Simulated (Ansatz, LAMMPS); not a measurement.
# Elastic response of a frame of amorphous poly(p-phenylene) (as short chains C38H30) from 300 K (204 atoms), part 2 of 3

How stiff is a frame of amorphous poly(p-phenylene) (as short chains C38H30) from 300 K (204 atoms), and how do its levels respond to strain?

Ansatz 0.2.0; Kohn-Sham DFT, PBE+D4, PAW (set soft_2), plane waves.

The cell: 114 C and 90 H. The network of contacts between molecules at the start is that of the classical potential that made the cell. Sampling is at Γ alone.

So far. Step 2 (Single point at the start): The r.m.s. force at the start is 1.0 eV/Å. Step 3 (Cell and atoms relaxed): The relaxation converged after 31 steps, with a largest force component of 0.026 eV/Å.

## 4. Single point at the relaxed geometry

One more single point at the end of the walk gives the fuller output and checks the residual forces.

input.yaml reads:

```yaml
crystal:
  lattice:
    - [12.74448, 0.70157, -0.7055]
    - [0.70157, 13.08917, 0.04223]
    - [-0.7055, 0.04223, 13.01221]
  atoms:
    - { symbol: C, position: [0.49377, 0.60002, 0.27419] }
    - { symbol: C, position: [0.51435, 0.49158, 0.23849] }
    - { symbol: C, position: [0.54282, 0.47024, 0.13935] }
    - { symbol: C, position: [0.56269, 0.36971, 0.10642] }
    - { symbol: C, position: [0.55302, 0.28655, 0.17143] }
    - { symbol: C, position: [0.52531, 0.30762, 0.27103] }
    [... 192 atom lines left out ...]
    - { symbol: H, position: [0.12542, 0.62008, 0.62032] }
    - { symbol: H, position: [0.0053, 0.80956, 0.35489] }
    - { symbol: H, position: [0.18561, 0.84024, 0.32785] }
    - { symbol: H, position: [0.922, 0.62038, 0.48007] }
    - { symbol: H, position: [0.92848, 0.69994, 0.5901] }
    - { symbol: H, position: [0.88161, 0.75366, 0.4662] }
kpoints:
  mp_grid: { grid: [1, 1, 1] }
hamiltonian:
  xc: pbe
  dispersion: d4
scf:
  occupations: { method: fermi_dirac, width: 0.05 }
output:
  forces: true
  stress: true
  populations: intrinsic
  dos:
    method: { smearing: { sigma: 0.08 } }
    de: 0.1
    projected: { site_lists: { C: [C], H: [H] } }
  eigenvalues: true
  write_density: true
  write_potential: true
  volumetric_format: npy
  elf: true
```

Command:

```console
$ ansatz run input.yaml --threads 4 --pin off --max-ram 8192MiB --backend cpu --events-out ev --progress --plain --runs-dir out
```

Numbers of over 12 decimals in the logs are rounded to 6 here.

Log:

```text
[...]
Crystal: 204 atoms, lattice volume = 2157.643 Å³
Basis set: ecut = 420 eV, 42171 PW (Γ), exchange–correlation on 180×180×180 points (8 copies of the dense FFT grid, shifted against one another)
Bands: 477, of which v1, the nominal top of the filled ones, is band 273 counted from 1 (272 counted from 0)
Symmetry: 1 space group operations
[...]
k-points: 1
[...]
SCF iter   1: F=—  HF=-30053.109480 eV  |F-HF|=—  |Δ(HF+E_count)|=         —  Δρ=3.21e-3  dr2=3.04e-1  ethr=1.77e-3  ⟨swp⟩=5.0  Hψ=1964  notcnv=0  defer=168
[...]
SCF iter  10: F=-30053.111778 eV  HF=-30053.111778 eV  |F-HF|=1.43e-8  |Δ(HF+E_count)|=   5.77e-8  Δρ=5.34e-7  dr2=1.15e-8  ethr=1.83e-11  ⟨swp⟩=9.0  Hψ=2703  notcnv=0
SCF 1 converged in 10 iterations: F = -30053.111778 eV  dr2 = 1.15e-8
[...]
WARN: The input density's exchange-correlation potential varies sharply where the density is thin. Do not read a vacuum level from v_tot or v_xc, or from such a field of the output density. On a cell that repeats whose density bears no net charge and no dipole along the vacuum's axis use v_es (v_loc + v_h of the components); [...]
SCF converged after 10 iterations
Free energy (F): -30053.111778 eV
[...]
Internal energy: -30053.111778 eV  (E = F + TS)
E sigma→0 (E₀):  -30053.111778 eV
Fermi energy:    1.914626 eV
[...]
--- Forces (eV/Å), atoms counted from 1 ---
  atom   1  C     -0.01434153     0.00024648     0.00093074
  atom   2  C      0.00439584    -0.00510074    -0.00178537
  atom   3  C      0.00055773     0.01252414    -0.00083493
  atom   4  C      0.00207211     0.00072197    -0.00392639
  atom   5  C     -0.00551658    -0.00116693    -0.00843830
  atom   6  C     -0.00725942    -0.00617721    -0.00059757
  atom   7  C     -0.00513079     0.00136331     0.00507823
  atom   8  C      0.01432370     0.01150931     0.00400319
  atom   9  C     -0.00111961     0.00366518     0.00011125
  atom  10  C      0.00540447    -0.00227849    -0.00358278
  atom  11  C     -0.00264982     0.00052420     0.00187311
  atom  12  C      0.00450199    -0.00464048    -0.00205326
  atom  13  C     -0.00978955     0.00056122     0.00618738
  atom  14  C      0.00139983    -0.00612029     0.00173871
[...]
atom 203  H     -0.00438161     0.00222711     0.00639562
  atom 204  H     -0.00160921    -0.00086482     0.00260988
  max |Σ_I F_I| component: 2.38e-5 eV/Å
--- Stress (GPa, compression-positive) ---
        0.005543       0.014652      -0.012916
        0.014651      -0.007052       0.008924
       -0.012916       0.008925       0.011954
  P = ⅓ Tr σ = 0.0035 GPa (0.035 kbar)
--- Band table (eV) ---
[...]
--- intrinsic populations: 204 sites ---
  site symbol       q [e]
     0      C      4.5300
     1      C      3.9845
     2      C      4.1890
[...]
203      H      0.8179
  spilling = 0.000000 (of n_electrons = 546.000000)
```

The job ended after 33 s (4 threads of Intel Xeon Platinum 8488C (Sapphire Rapids), shared host; peak memory 3 GiB; 2.1 min of CPU time).

The program notes that the exchange-correlation potential is rough where the density is thin.

Numbers from this run:

```
free energy                                      : -30053.1118 eV
free energy per atom                             : -147.3192 eV/atom
SCF cycles                                       : 10
pressure                                         : 0.003482 GPa
r.m.s. force component                           : 0.00565 eV/Å
longest force                                    : 0.03622 eV/Å
Fermi energy                                     : 1.915 eV
gap (highest filled to lowest empty level) : 2.529 eV
```

Intrinsic-atomic-orbital charges by element and coordination:

```csv
element,coordination,atoms,mean charge (e),spread,least,most
C,all,114,-0.140,0.121,-0.53,0.0285
C,3,108,-0.118,0.085,-0.192,0.0285
C,4,6,-0.517,0.0083,-0.53,-0.503
H,all,90,0.177,0.0067,0.157,0.190
```

Density of states as counts of states in windows of 1 eV (from the Fermi level), total and the larger projections:

```csv
from (eV),to (eV),total,C p,H s,C s
-18,-17,29.5,5.5,1.9,21.7
-17,-16,6.2,1.8,0.3,4.0
-16,-15,13.9,4.2,0.9,8.6
-15,-14,46.0,12.6,5.1,27.7
-14,-13,11.2,4.2,1.3,5.6
-13,-12,7.3,2.6,1.0,3.6
-12,-11,33.4,18.0,4.1,10.6
-11,-10,37.9,21.3,5.5,10.5
-10,-9,13.6,9.9,2.6,0.7
-9,-8,18.9,13.8,2.8,2.0
-8,-7,46.6,34.0,7.9,4.0
-7,-6,81.1,59.7,17.2,3.1
-6,-5,49.4,40.9,7.5,0.7
-5,-4,64.7,52.6,11.4,0.4
-4,-3,19.3,16.7,2.4,0.1
-3,-2,48.0,47.3,0.4,0.1
-2,-1,12.5,12.2,0.2,0.1
-1,1,0.0,0.0,0.0,0.0
1,2,12.3,11.6,0.2,0.1
2,3,45.2,40.6,1.1,0.4
3,4,21.7,12.0,3.9,1.4
4,5,29.4,6.8,8.7,3.0
```

The curve was stored every 0.10 eV, coarse against its broadening of 0.08 eV, so these counts are rough.

Between -19 and -18 eV lie 6 more states.

The levels nearest the highest filled one (over half full), pooled over k-points and spins:

```csv
level less the highest filled one (eV),occupation
-0.501,2
-0.430,2
-0.340,2
-0.224,2
-0.0463,2
0,2
2.53,0
2.68,0
2.79,0
2.92,0
3.05,0
3.13,0
```

ELF in the bc plane at fractional x = 0.249, with atoms of C and H within 0.2 Å of it. It is the smooth field of the valence electrons, not physical close to the nuclei.

Values in units of 1e-1, 13 rows by 16 columns, each cell a mean:
```
3.8 3.0 0.6 0.2 0.3 3.7 7.7 5.6 1.0 0.1 3.0 4.3 6.3 5.2 6.2 6.2
7.4 9.8 4.5 0.1 0.7 4.0 5.2 4.0 2.1 0.6 7.2 8.7 5.4 4.8 2.8 5.6
3.6 3.9 1.2 2.3 0.8 0.4 3.2 9.1 7.5 1.2 0.9 2.2 6.3 6.3 6.5 6.8
4.8 1.4 4.7 9.4 6.2 3.6 1.0 4.6 4.1 0.4 0.1 2.4 7.8 4.3 4.4 6.7
4.7 1.0 2.5 7.2 4.5 4.4 0.6 1.0 0.3 0.4 2.7 2.9 1.5 0.6 5.0 7.3
2.7 3.0 1.3 2.7 4.8 2.5 5.1 6.4 2.0 1.7 5.9 5.1 5.4 0.9 2.7 4.1
6.7 5.6 3.2 0.7 0.9 3.8 7.6 6.2 4.8 1.3 5.6 7.3 5.8 3.8 0.7 4.8
4.3 6.7 6.0 5.7 3.6 0.9 1.9 2.6 3.7 0.3 2.3 6.1 6.1 3.1 0.4 1.3
4.2 7.0 4.8 6.0 6.8 4.1 1.5 0.1 0.1 0.1 0.3 1.8 2.4 3.1 0.8 0.7
5.0 6.4 2.8 5.3 6.5 6.0 2.9 0.3 5.0 4.0 1.9 0.6 0.2 0.6 0.2 1.2
1.9 5.2 6.7 5.7 5.7 1.8 1.1 1.1 9.1 7.5 6.3 5.2 2.3 0.8 0.1 0.2
2.0 1.0 1.5 5.1 6.4 7.7 6.0 2.1 2.0 3.4 5.7 5.5 6.7 3.8 0.6 3.8
7.4 0.6 0.3 3.1 4.4 4.9 6.8 5.8 1.0 1.5 4.8 4.1 5.9 6.2 5.0 8.7
```
Columns run along b (13.1 Å), rows up along c (13.0 Å). Atoms in or near the plane, at fractional coordinates: C at (0.68, 0.09), C at (0.83, 0.97), C at (0.93, 0.96), C at (0.98, 0.87), C at (0.77, 0.89), C at (0.05, 0.48), C at (0.11, 0.38), H at (0.06, 0.87), H at (0.68, 0.89), H at (0.47, 0.78), C at (0.26, 0.65), C at (0.75, 0.46), C at (0.69, 0.54), H at (0.20, 0.69).

Valence density in the bc plane at fractional x = 0.249, with atoms of C and H within 0.2 Å of it. It is the smooth field of the valence electrons, not physical close to the nuclei.

Ten even steps from '0' (0.0 e/Å³) to '9' (1.9 e/Å³), each cell a mean:
```
20000000000001598410000000001379888996
42100000000001486310000001234798544798
87630000000001233110000002567895211389
65420000000000012331000000124686322488
21000000000000002584100000001367656775
10000000000000001242000000001244445663
31000002432100000000000000000121112465
62000003788631000000000000000000001489
41000001379841000000000001100000001377
11000000124421111100000024531000000122
22221000001111356410000137984200000011
47852000000002489631000024798521000012
37984100000000123221000001369962000001
13587422110000000000000000136852000000
01389875431000000000000000012221000000
01378644553100000000000000000000000000
01353211366421000000000000000000000000
01222112488521000000000000000000000000
00112234796210000000111100000000000000
00001224675210000000232222110000000000
00000011355432100000011246532100000000
00000000136897421000000159974321000000
10000000013456542100000024543343110123
20000000000112465210000000111356544566
```
Columns run along b (13.1 Å), rows up along c (13.0 Å). Atoms in or near the plane, at fractional coordinates: C at (0.68, 0.09), C at (0.83, 0.97), C at (0.93, 0.96), C at (0.98, 0.87), C at (0.77, 0.89), C at (0.05, 0.48), C at (0.11, 0.38), H at (0.06, 0.87), H at (0.68, 0.89), H at (0.47, 0.78), C at (0.26, 0.65), C at (0.75, 0.46), C at (0.69, 0.54), H at (0.20, 0.69).

Between filled and empty levels lie 2.53 eV (at Γ alone); a semilocal functional tends to put such gaps too low. It is the spacing of short capped chains, not of the long polymer. In a disordered cell it changes from sample to sample, and tail or defect levels can set it. Mean intrinsic-atomic-orbital charges: C -0.14, H +0.18 e. The largest share in the top eV of filled states is C p (98 % of the projected weight), and in the lowest eV of empty states C p (97 % of the projected weight).

## 5. Volume -3 %

The relaxed cell is scaled evenly and the atoms are relaxed again; the stress at the end gives one point of P(V).

input.yaml, the sections that differ from step 4:

```yaml
crystal:
  lattice:
    - [12.61574, 0.69448, -0.69837]
    - [0.69448, 12.95695, 0.0418]
    - [-0.69837, 0.0418, 12.88076]
  atoms:
    [... the 204 atom lines of step 4 ...]
output:
  forces: true
  eigenvalues: true
  stress: true
relax:
  f_tol: 0.05
  max_steps: 70
# kpoints, hamiltonian, scf: as in step 4
```

Log:

```text
Warning: output.stress: scf.convergence.dr2_threshold = 1e-7 eV (the SCF's general default) is looser than the 1.08e-8 eV advised for a printed stress (1e-10 eV for each atom of the cell: 204, of which 108 are counted). What an SCF threshold leaves in a stress goes as its square root, and in the free energy as the threshold itself, and one threshold admits the most on a small cell: [...]
[...]
Crystal: 204 atoms, lattice volume = 2092.914 Å³
Basis set: ecut = 420 eV, 40939 PW (Γ), exchange–correlation on 180×180×180 points (8 copies of the dense FFT grid, shifted against one another)
Bands: 477, of which v1, the nominal top of the filled ones, is band 273 counted from 1 (272 counted from 0)
Symmetry: 1 space group operations
[...]
k-points: 1
[...]
SCF iter   1: F=—  HF=-30052.296635 eV  |F-HF|=—  |Δ(HF+E_count)|=         —  Δρ=3.40e-3  dr2=3.21e-1  ethr=1.77e-3  ⟨swp⟩=5.0  Hψ=1964  notcnv=0  defer=170
[...]
SCF iter   6: F=-30052.292672 eV  HF=-30052.292693 eV  |F-HF|=2.07e-5  |Δ(HF+E_count)|=   3.83e-5  Δρ=3.01e-5  dr2=2.93e-5  ethr=1.14e-8  ⟨swp⟩=16.0  Hψ=3455  notcnv=0
SCF 1 converged in 6 iterations: F = -30052.292672 eV  dr2 = 2.93e-5
[...]
relax step   1: F+E_penalty+E_count = -30052.29267236 eV  Δ(F+E_penalty+E_count) = +0.000e0 eV  max|allowed force component| = 3.946e-1 eV/Å  Δτ_max = 0.0000 Å  (6 SCF iters, dr2 threshold 6.25e-5 eV, accepted)
[...]
relax step   2: F+E_penalty+E_count = -30052.98757734 eV  Δ(F+E_penalty+E_count) = -6.949e-1 eV  max|allowed force component| = 1.088e-1 eV/Å  Δτ_max = 0.0877 Å  (7 SCF iters, dr2 threshold 9.73e-6 eV, accepted)
[...]
relax step   3: F+E_penalty+E_count = -30053.05020664 eV  Δ(F+E_penalty+E_count) = -6.263e-2 eV  max|allowed force component| = 6.042e-2 eV/Å  Δτ_max = 0.1248 Å  (9 SCF iters, accepted)
relax step   4: F+E_penalty+E_count = -30052.93808083 eV  Δ(F+E_penalty+E_count) = +1.121e-1 eV  max|allowed force component| = 5.989e-1 eV/Å  Δτ_max = 0.2000 Å  (9 SCF iters, rejected (line search))
[...]
relax step   5: F+E_penalty+E_count = -30053.06580409 eV  Δ(F+E_penalty+E_count) = -1.560e-2 eV  max|allowed force component| = 4.468e-2 eV/Å  Δτ_max = 0.0775 Å  (9 SCF iters, accepted)
SCF converged after 9 iterations
Free energy (F): -30053.065804 eV
[...]
Internal energy: -30053.065804 eV  (E = F + TS)
E sigma→0 (E₀):  -30053.065804 eV
Fermi energy:    2.098716 eV
[...]
--- Forces (eV/Å), atoms counted from 1 ---
  atom   1  C     -0.00258183    -0.00600217     0.00385403
  atom   2  C     -0.00056281     0.00403610     0.00216060
  atom   3  C      0.01362064    -0.01633842     0.00688565
  atom   4  C      0.01755859     0.01266262     0.01611136
  atom   5  C      0.02283977    -0.00793504     0.00198135
  atom   6  C      0.02632546     0.01570685     0.00139372
  atom   7  C      0.01154203    -0.00702397    -0.01084004
  atom   8  C     -0.00263794     0.00452758     0.01022190
  atom   9  C     -0.00631311    -0.01425550    -0.00663182
  atom  10  C     -0.00791762     0.01527622     0.00844476
  atom  11  C     -0.00386186    -0.00922671    -0.00638069
  atom  12  C      0.01037558     0.00853090    -0.00323055
  atom  13  C      0.00356689    -0.01039616    -0.01114008
  atom  14  C     -0.00129428     0.00600261     0.00230790
[...]
atom 203  H     -0.00287551     0.00465483    -0.00922289
  atom 204  H     -0.00010018     0.00030980     0.01442309
  max |Σ_I F_I| component: 2.29e-5 eV/Å
--- Stress (GPa, compression-positive) ---
        0.135687       0.034538      -0.054946
        0.034537       0.164820       0.045363
       -0.054946       0.045364       0.094656
  P = ⅓ Tr σ = 0.1317 GPa (1.317 kbar)
--- Band table (eV) ---
[...]
--- Relaxed structure (5 steps of the walk, 4 accepted, 0 SCFs on fresh bases) ---
  F+E_penalty+E_count = -30053.06580409 eV   max|allowed force component| = 4.468e-2 eV/Å
  atoms:
    - { symbol: C, position: [0.491958, 0.608031, 0.276958] }
    - { symbol: C, position: [0.511539, 0.498737, 0.240075] }
    - { symbol: C, position: [0.540583, 0.477704, 0.139958] }
    - { symbol: C, position: [0.560347, 0.376287, 0.106216] }
[...]
- { symbol: H, position: [0.872456, 0.754846, 0.465033] }
```

It took 2 min on 4 threads; peak memory 2.9 GiB; 7.5 min of CPU time.

The program notes that the SCF threshold is loose for the stress.

The relaxation converged after 5 steps, 0.773 eV below its start, with a largest force component of 0.045 eV/Å.

Volume -3 %: the energy stands 0.0460 eV above that of the reference, at a pressure of 0.132 GPa.

## 6. Volume +3 %

The relaxed cell is scaled to another volume.

input.yaml, the sections that differ from step 5:

```yaml
crystal:
  lattice:
    - [12.87067, 0.70852, -0.71249]
    - [0.70852, 13.21877, 0.04265]
    - [-0.71249, 0.04265, 13.14105]
  atoms:
    [... the 204 atom lines of step 4 ...]
# kpoints, hamiltonian, scf, output, relax: as in step 5
```

Log:

```text
[...]
Crystal: 204 atoms, lattice volume = 2222.371 Å³
Basis set: ecut = 420 eV, 43393 PW (Γ), exchange–correlation on 180×180×180 points (8 copies of the dense FFT grid, shifted against one another)
Bands: 477, of which v1, the nominal top of the filled ones, is band 273 counted from 1 (272 counted from 0)
Symmetry: 1 space group operations
[...]
k-points: 1
[...]
SCF iter   1: F=—  HF=-30052.349029 eV  |F-HF|=—  |Δ(HF+E_count)|=         —  Δρ=3.06e-3  dr2=2.94e-1  ethr=1.77e-3  ⟨swp⟩=5.0  Hψ=1949  notcnv=0  defer=170
[...]
SCF iter   5: F=—  HF=-30052.356200 eV  |F-HF|=—  |Δ(HF+E_count)|=   2.14e-4  Δρ=7.99e-5  dr2=2.82e-4  ethr=2.48e-7  ⟨swp⟩=2.0  Hψ=696  notcnv=0  defer=198
SCF iter   6: F=-30052.356120 eV  HF=-30052.356145 eV  |F-HF|=2.45e-5  |Δ(HF+E_count)|=   5.47e-5  Δρ=3.12e-5  dr2=3.28e-5  ethr=1.14e-8  ⟨swp⟩=17.0  Hψ=3446  notcnv=0
SCF 1 converged in 6 iterations: F = -30052.356120 eV  dr2 = 3.28e-5
[...]
relax step   1: F+E_penalty+E_count = -30052.35612048 eV  Δ(F+E_penalty+E_count) = +0.000e0 eV  max|allowed force component| = 3.581e-1 eV/Å  Δτ_max = 0.0000 Å  (6 SCF iters, dr2 threshold 6.25e-5 eV, accepted)
[...]
relax step   2: F+E_penalty+E_count = -30052.99487270 eV  Δ(F+E_penalty+E_count) = -6.388e-1 eV  max|allowed force component| = 1.053e-1 eV/Å  Δτ_max = 0.0871 Å  (7 SCF iters, dr2 threshold 8.01e-6 eV, accepted)
[...]
relax step   3: F+E_penalty+E_count = -30053.06379226 eV  Δ(F+E_penalty+E_count) = -6.892e-2 eV  max|allowed force component| = 4.425e-2 eV/Å  Δτ_max = 0.0803 Å  (9 SCF iters, accepted)
[...]
relax step   4: F+E_penalty+E_count = -30053.06847453 eV  Δ(F+E_penalty+E_count) = -4.682e-3 eV  max|allowed force component| = 3.617e-2 eV/Å  Δτ_max = 0.0470 Å  (8 SCF iters, accepted)
SCF converged after 8 iterations
Free energy (F): -30053.068475 eV
[...]
Internal energy: -30053.068475 eV  (E = F + TS)
E sigma→0 (E₀):  -30053.068475 eV
Fermi energy:    1.744842 eV
[...]
Σ components = -30053.068475   (vs F -30053.068475, Δ=0.00e0)
--- Forces (eV/Å), atoms counted from 1 ---
  atom   1  C      0.00243287    -0.00594116    -0.00103495
  atom   2  C     -0.01347884     0.00665174    -0.00332612
  atom   3  C      0.01191901     0.00817632     0.00194636
  atom   4  C      0.02890035     0.00483730    -0.00313147
[...]
atom 204  H     -0.00569116     0.00252092    -0.00454165
  max |Σ_I F_I| component: 9.20e-5 eV/Å
--- Stress (GPa, compression-positive) ---
       -0.095964       0.010667      -0.008935
        0.010666      -0.116678      -0.033833
       -0.008935      -0.033833      -0.066661
  P = ⅓ Tr σ = -0.0931 GPa (-0.931 kbar)
--- Band table (eV) ---
[...]
--- Relaxed structure (4 steps of the walk, 4 accepted, 0 SCFs on fresh bases) ---
  F+E_penalty+E_count = -30053.06847453 eV   max|allowed force component| = 3.617e-2 eV/Å
  atoms:
    - { symbol: C, position: [0.493687, 0.591742, 0.272759] }
    - { symbol: C, position: [0.514875, 0.484322, 0.237487] }
    - { symbol: C, position: [0.543097, 0.463326, 0.139305] }
    - { symbol: C, position: [0.563037, 0.363824, 0.106587] }
[...]
- { symbol: H, position: [0.892287, 0.751662, 0.464249] }
```

Elapsed: 94 s, on 4 threads; peak memory 3 GiB; 5.9 min of CPU time.

The relaxation converged after 4 steps, 0.712 eV below its start, with a largest force component of 0.036 eV/Å.

Volume +3 %: the energy stands 0.0433 eV above that of the reference, at a pressure of -0.0931 GPa.

## 7. Volume -6 %

The relaxed cell is scaled to another volume.

Input and log are left out; they have the form of those shown for this kind of step.

Run time: 5.1 min. Hardware: 4 threads of Intel Xeon Platinum 8488C (Sapphire Rapids), shared host; peak memory 2.9 GiB; 19 min of CPU time.

The relaxation converged after 14 steps, 3.26 eV below its start, with a largest force component of 0.038 eV/Å.

Volume -6 %: the energy stands 0.188 eV above that of the reference, at a pressure of 0.537 GPa.

(Continued in part 3 of 3.)

[Logs are printed without paths, hosts, clocks, repeated set-up lines and the standing remarks that a program may print on its own settings, such as how far it seeks lower states.]

[Hosts, paths, dates, database ids (printed as entryN), source tags and the programs' standing remarks are cut or masked in the printed files.]
